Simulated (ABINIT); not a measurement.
# SiC (F-43m): G0W0 with ABINIT, start to end

Aim: the G0W0 gap of SiC (F-43m) on PBE, step by step.

Method: PBE and many-body steps on it, plane waves, in ABINIT 10.8.3.

**What was measured.**

- Gap 2.4 eV: Tauc optical (indirect) gap of annealed polycrystalline 3C-SiC; UV-VIS spectroscopic ellipsometry, Tauc analysis; film (CVD ultrathin polycrystalline film, annealed, about 5 nm grains) (“On-Demand CMOS-Compatible Fabrication of Ultrathin Self-Aligned SiC Nanowire Arrays”, 2018, pmc:6267454).

- Gap 2.39 eV: band gap at cryogenic temperature; bulk crystal (literature value) (quoted in “Silicon carbide diodes for neutron detection”, 2020, arxiv:2009.14696).

Report form: the programs' logs are mostly left out.

## 1. The starting structure

It takes space group F-43m (No. 216, cubic). Conventional cell: a = 4.358 Å, b = 4.358 Å, c = 4.358 Å, α = 90.00°, β = 90.00°, γ = 90.00°. Nearest to Si lie 4 C at 1.89 Å. Nearest to C lie 4 Si at 1.89 Å. Farther neighbours are not listed.

Structure file:

```cif
data_structure
_symmetry_space_group_name_H-M 'F-43m'
_symmetry_Int_Tables_number 216
_cell_length_a 4.3580
_cell_length_b 4.3580
_cell_length_c 4.3580
_cell_angle_alpha 90.000
_cell_angle_beta 90.000
_cell_angle_gamma 90.000
_cell_volume 82.77
loop_
_atom_site_label
_atom_site_type_symbol
_atom_site_symmetry_multiplicity
_atom_site_Wyckoff_symbol
_atom_site_fract_x
_atom_site_fract_y
_atom_site_fract_z
_atom_site_occupancy
Si1 Si 4 a 0.00000 0.00000 0.00000 1
C1 C 4 d 0.25000 0.25000 0.75000 1
```

The cell and positions come from the Crystallography Open Database and are kept as given unless a step says otherwise.

## 2. Ground state

This step: ABINIT 10.8.3; DFT, PBE, plane waves, norm-conserving pseudopotentials.

The ground-state density comes first.

The input, run.abi:

```
acell 3*1.0 Angstrom
rprim 
  -0.000000000000 2.179000000000 2.179000000000
  2.179000000000 0.000000000000 2.179000000000
  2.179000000000 2.179000000000 -0.000000000000
ntypat 2
znucl 14 6
natom 2
typat 1 2
xred 
  0.000000000000 0.000000000000 0.000000000000
  0.250000000000 0.250000000000 0.250000000000
pp_dirpath "pseudos"
pseudos "Si.upf, C.upf"
ecut 37
ngkpt 8 8 8
nshiftk 1
shiftk 0 0 0
kptopt 1
chksymbreak 0
nband 9
occopt 1
tolvrs 1e-10
nstep 60
prtwf 0
optforces 0
optstress 0
indata_prefix "in"
outdata_prefix "out"
tmpdata_prefix "tmp"
```

The run is started by

```
$ OMP_NUM_THREADS=1 mpirun -n 4 abinit run.abi > log
```

The job ended after 4.8 s (4 MPI ranks of Intel Xeon Platinum 8375C at 2.90GHz (Ice Lake), shared host; peak memory 0.28 GiB).

This step gave:

| Quantity | Value |
| --- | --- |
| total energy | -279.4551 eV |
| gap | 1.361 eV |
| k of the valence top | 0, 0, 0 |
| k of the conduction bottom | 0.5, 0.5, 0 |
| least direct gap | 4.553 eV |

The gap is indirect, with the least direct gap 3.19 eV higher.

## 3. Bands along the symmetry lines

Levels along a band path, at the cheap level, show where the edges lie and whether the meshes to come will hold them.

The input, run.abi:

```
acell 3*1.0 Angstrom
rprim 
  -0.000000000000 2.179000000000 2.179000000000
  2.179000000000 0.000000000000 2.179000000000
  2.179000000000 2.179000000000 -0.000000000000
ntypat 2
znucl 14 6
natom 2
typat 1 2
xred 
  0.000000000000 0.000000000000 0.000000000000
  0.250000000000 0.250000000000 0.250000000000
pp_dirpath "pseudos"
pseudos "Si.upf, C.upf"
ecut 37
iscf -2
irdden 1
kptopt 0
nkpt 50
kpt 
  0.00000000 0.00000000 0.00000000
  -0.06250000 -0.06250000 0.00000000
  -0.12500000 -0.12500000 0.00000000
  -0.18750000 -0.18750000 0.00000000
  -0.25000000 -0.25000000 0.00000000
  -0.31250000 -0.31250000 0.00000000
  -0.37500000 -0.37500000 0.00000000
  -0.43750000 -0.43750000 0.00000000
  -0.50000000 -0.50000000 0.00000000
  -0.48437500 -0.48437500 0.03125000
  -0.46875000 -0.46875000 0.06250000
  -0.45312500 -0.45312500 0.09375000
  -0.43750000 -0.43750000 0.12500000
  -0.42187500 -0.42187500 0.15625000
  -0.40625000 -0.40625000 0.18750000
  -0.39062500 -0.39062500 0.21875000
  -0.37500000 -0.37500000 0.25000000
  -0.37500000 0.00000000 0.37500000
  -0.32812500 0.00000000 0.32812500
  -0.28125000 0.00000000 0.28125000
  -0.23437500 0.00000000 0.23437500
  -0.18750000 0.00000000 0.18750000
  -0.14062500 0.00000000 0.14062500
  -0.09375000 0.00000000 0.09375000
  -0.04687500 0.00000000 0.04687500
  0.00000000 0.00000000 0.00000000
  0.00000000 0.00000000 0.06250000
  0.00000000 0.00000000 0.12500000
  0.00000000 0.00000000 0.18750000
  0.00000000 0.00000000 0.25000000
  0.00000000 0.00000000 0.31250000
  0.00000000 0.00000000 0.37500000
  0.00000000 0.00000000 0.43750000
  0.00000000 0.00000000 0.50000000
  -0.06250000 -0.03125000 0.46875000
  -0.12500000 -0.06250000 0.43750000
  -0.18750000 -0.09375000 0.40625000
  -0.25000000 -0.12500000 0.37500000
  -0.31250000 -0.15625000 0.34375000
  -0.37500000 -0.18750000 0.31250000
  -0.43750000 -0.21875000 0.28125000
  -0.50000000 -0.25000000 0.25000000
  -0.50000000 -0.28125000 0.21875000
  -0.50000000 -0.31250000 0.18750000
  -0.50000000 -0.34375000 0.15625000
  -0.50000000 -0.37500000 0.12500000
  -0.50000000 -0.40625000 0.09375000
  -0.50000000 -0.43750000 0.06250000
  -0.50000000 -0.46875000 0.03125000
  -0.50000000 -0.50000000 0.00000000
istwfk *1
nband 11
nbdbuf 2
tolwfr 1e-08
nstep 40
prtwf 0
prtvol 0
indata_prefix "in"
outdata_prefix "out"
tmpdata_prefix "tmp"
```

Wall time 4.4 s (4 MPI ranks); peak memory 0.27 GiB; 17 s of CPU time.

Numbers from this step:

- gap: 1.361 eV
- k of the valence top: 0, 0, 0
- k of the conduction bottom: -0.5, -0.5, 0
- least direct gap: 4.553 eV

The gap is 1.361 eV, as in the run before at this level.

The electronic bands at the labelled points (eV, zero at the top of the highest filled band; v1 is the highest filled band, c1 the lowest empty one):

| point | v4 | v3 | v2 | v1 | c1 | c2 | c3 | c4 |
| --- | --- | --- | --- | --- | --- | --- | --- | --- |
| Γ | -15.41 | 0.00 | 0.00 | 0.00 | 6.22 | 7.31 | 7.31 | 7.31 |
| halfway | -13.81 | -3.35 | -1.94 | -1.94 | 4.06 | 6.35 | 10.58 | 10.58 |
| X | -10.39 | -7.80 | -3.19 | -3.19 | 1.36 | 4.33 | 14.00 | 14.00 |
| halfway | -10.34 | -7.64 | -4.23 | -3.04 | 2.10 | 5.31 | 13.33 | 13.54 |
| U | -10.39 | -7.28 | -5.55 | -2.60 | 3.11 | 7.78 | 11.84 | 12.45 |
| jump to K | -10.39 | -7.28 | -5.55 | -2.60 | 3.11 | 7.78 | 11.84 | 12.45 |
| halfway | -13.64 | -4.48 | -2.93 | -0.54 | 6.77 | 7.84 | 8.25 | 9.05 |
| Γ | -15.41 | 0.00 | 0.00 | 0.00 | 6.22 | 7.31 | 7.31 | 7.31 |
| halfway | -14.21 | -4.30 | -0.61 | -0.61 | 5.99 | 7.91 | 7.91 | 9.35 |
| L | -11.84 | -8.54 | -1.05 | -1.05 | 5.43 | 7.23 | 7.23 | 10.05 |
| halfway | -11.20 | -7.83 | -3.71 | -2.26 | 5.25 | 7.28 | 10.15 | 11.00 |
| W | -10.16 | -7.03 | -4.99 | -4.69 | 5.21 | 9.44 | 9.45 | 9.79 |
| halfway | -10.28 | -7.49 | -4.07 | -4.05 | 3.06 | 6.02 | 11.94 | 13.32 |
| X | -10.39 | -7.80 | -3.19 | -3.19 | 1.36 | 4.33 | 14.00 | 14.00 |

## 4. Empty states on the mesh, 4×4×4 mesh, 23 bands

The sums over transitions need many empty states on a uniform mesh; this step solves for them.

The input, run.abi:

```
acell 3*1.0 Angstrom
rprim 
  -0.000000000000 2.179000000000 2.179000000000
  2.179000000000 0.000000000000 2.179000000000
  2.179000000000 2.179000000000 -0.000000000000
ntypat 2
znucl 14 6
natom 2
typat 1 2
xred 
  0.000000000000 0.000000000000 0.000000000000
  0.250000000000 0.250000000000 0.250000000000
pp_dirpath "pseudos"
pseudos "Si.upf, C.upf"
ecut 37
ngkpt 4 4 4
nshiftk 1
shiftk 0 0 0
kptopt 1
chksymbreak 0
iscf -2
irdden 1
istwfk *1
nband 23
nbdbuf 4
tolwfr 1e-09
nstep 60
prtvol 0
indata_prefix "in"
outdata_prefix "out"
tmpdata_prefix "tmp"
```

The job ended after 3.9 s (4 MPI ranks; peak memory 0.26 GiB; 15 s of CPU time).

Numbers from this step:

| Property | Result |
| --- | --- |
| gap | 1.361 eV |
| k of the valence top | 0, 0, 0 |
| k of the conduction bottom | 0.5, 0.5, 0 |
| least direct gap | 4.553 eV |
| k points computed | 8 |
| lowest point of the top converged band, above the valence top | 34.06 eV |

On this mesh the gap is 1.361 eV.

## 5. Screening, 4×4×4 mesh, 19 bands, screening to 108.8 eV

The RPA dielectric matrix is built and inverted for each q.

This step: RPA screening on PBE, plane waves, norm-conserving pseudopotentials.

run.abi, as its differences from that of step 4:

```diff
@@ -20,10 +20,11 @@
 chksymbreak 0
-iscf -2
-irdden 1
 istwfk *1
-nband 23
-nbdbuf 4
-tolwfr 1e-09
-nstep 60
-prtvol 0
+occopt 1
+irdwfk 1
+optdriver 3
+nband 19
+ecuteps 4
+inclvkb 2
+awtr 1
+symchi 1
 indata_prefix "in"
```

It took 3.6 s on 4 MPI ranks; peak memory 0.35 GiB; 14 s of CPU time.

This step gave:

* ε∞ with local fields, on this mesh, along the program's q direction: 8.703
* the same without local fields: 9.475
* plasma frequency: 23.09 eV
* plane waves in the screening matrix: 59

Local fields lower ε∞ by 8 %. On a Γ-centred mesh this coarse the value itself is usually too large, while a short band sum pulls it down.

## 6. Self-energy, 4×4×4 mesh, 19 bands, screening to 108.8 eV

The self-energy is evaluated for the states that the input lists, and the levels follow from it, in one-shot runs by the linearised quasiparticle equation.

This step: G0W0 on PBE, plane waves, norm-conserving pseudopotentials.

run.abi, as its differences from that of step 5:

```diff
@@ -23,8 +23,17 @@
 irdwfk 1
-optdriver 3
+optdriver 4
 nband 19
+gwcalctyp 0
+ecutsigx 37
+symsigma 1
+nkptgw 2
+kptgw 
+  0.0000000000 0.0000000000 0.0000000000
+  0.5000000000 0.5000000000 0.0000000000
+bdgw 
+  2 8
+  3 6
 ecuteps 4
-inclvkb 2
-awtr 1
-symchi 1
+irdscr 1
+ppmodel 1
 indata_prefix "in"
```

Elapsed: 2.5 s, on 4 MPI ranks; peak memory 0.1 GiB.

Numbers from this step:

* G0W0 gap on the points computed: 1.856 eV
* starting gap on the mesh: 1.361 eV
* k of the valence top: 0, 0, 0
* k of the conduction bottom: 0.5, 0.5, 0
* Z at the valence top: 0.8
* Z at the conduction bottom: 0.824
* least direct G0W0 gap on the computed points: 5.499 eV

The gap on the mesh goes from 1.36 eV to 1.86 eV, a correction of +0.49 eV.

Limits: finite bands, cutoff and mesh; coarse k mesh. v1 is the top filled band, c1 the lowest empty one. Levels before and after the correction, in eV, zero at the valence-band top of each column:

|  | conduction bottom | valence top |
| --- | --- | --- |
| Kohn-Sham | 1.36 | 0.00 |
| G0W0 | 1.86 | 0.00 |

|  | level | energy (eV) |
| --- | --- | --- |
| Kohn-Sham | Γ v3-v1 | 0.000 |
| Kohn-Sham | Γ c1 | 6.224 |
| Kohn-Sham | Γ c2-c4 | 7.311 |
| Kohn-Sham | (0.5 0.5 0) v2-v1 | -3.192 |
| Kohn-Sham | (0.5 0.5 0) c1 | 1.361 |
| Kohn-Sham | (0.5 0.5 0) c2 | 4.333 |
| G0W0 | Γ v3-v1 | 0.000 |
| G0W0 | Γ c1 | 7.057 |
| G0W0 | Γ c2-c4 | 8.122 |
| G0W0 | (0.5 0.5 0) v2-v1 | -3.643 |
| G0W0 | (0.5 0.5 0) c1 | 1.856 |
| G0W0 | (0.5 0.5 0) c2 | 5.070 |

## 7. Where the time went

Times are wall times on 4 MPI ranks of Intel Xeon Platinum 8375C at 2.90GHz (Ice Lake), shared host, good to a factor of about two.

| step | time | share | memory (GiB) |
| --- | --- | --- | --- |
| ground state | 4.8 s | 25 % | 0.28 |
| bands along the symmetry lines | 4.4 s | 23 % | 0.27 |
| empty states on the mesh | 3.9 s | 20 % | 0.26 |
| screening | 3.6 s | 19 % | 0.35 |
| self-energy | 2.5 s | 13 % | 0.1 |

## 8. What came out

```json
{"PBE gap": "1.36 eV, indirect", "G0W0 gap on the mesh": "1.86 eV", "GW settings": "4×4×4 mesh, 19 bands, screening to 108.8 eV, Godby-Needs plasmon pole", "known limits": "not at the basis limit; coarse k mesh"}
```

What this shows: G0W0 moves the gap on the mesh from 1.36 eV to 1.86 eV (+0.49 eV), with Z of 0.80 and 0.82 at the edges. Local fields lower the RPA ε∞ on this mesh from 9.48 to 8.70; a Γ-centred mesh this coarse tends to raise both, most where the direct gap is narrow, while a short band sum lowers them. Only 2 of the mesh's irreducible points were corrected, so a valley elsewhere could overtake. Against experiment, by G0W0@PBE: the gap of 1.86 eV lies −0.54 eV from the measured 2.4 eV (indirect, 2018); the gap of 1.86 eV lies −0.53 eV from the measured 2.39 eV (kind not stated, quoted 2020). The calculation has static nuclei and no excitons; a measured gap holds zero-point and thermal motion, which mostly lowers it. Against the values above the computed gap that would widen the miss. A likelier cause is too strong a screening: the start's gap is only 1.36 eV, the mesh is coarse, and one shot does not repair that. Bands and cutoff are finite, so the gap is not at the basis limit. The miss can reach some tenths of an eV and take either sign; the mesh is an error of its own. In the G0W0 run levels were corrected at 2 k points alone, so a gap called «on the mesh» is the least over those, and an edge elsewhere would be missed. The 4×4×4 mesh is coarse for this cell, which bears on the long-range parts of exchange and screening.

[Paths, hosts, dates, memory and timing lines, banners, echoed tables and standing remarks are left out of the program output.]

[Logs are printed without paths, hosts, clocks, repeated set-up lines and the standing remarks that a program may print on its own settings, such as how far it seeks lower states.]

[Runs of the session that timed out or met a known fault of the program may be left out.]

[No measured gap is set beside runs whose start may be inverted or whose files or cutoffs have a known fault.]

[Hosts, paths, dates, database ids (printed as entryN), source tags and the programs' standing remarks are cut or masked in the printed files.]

[G0W0 gaps are taken among the corrected bands and points alone; a level outside them can change the order at an edge.]

[Where Ansatz stands beside ABINIT at settings called matched, ABINIT's density can come from a denser mesh and the files from another edition; pairs whose starting gaps differed by over 0.03 eV were left out, so agreement reads better than it is.]
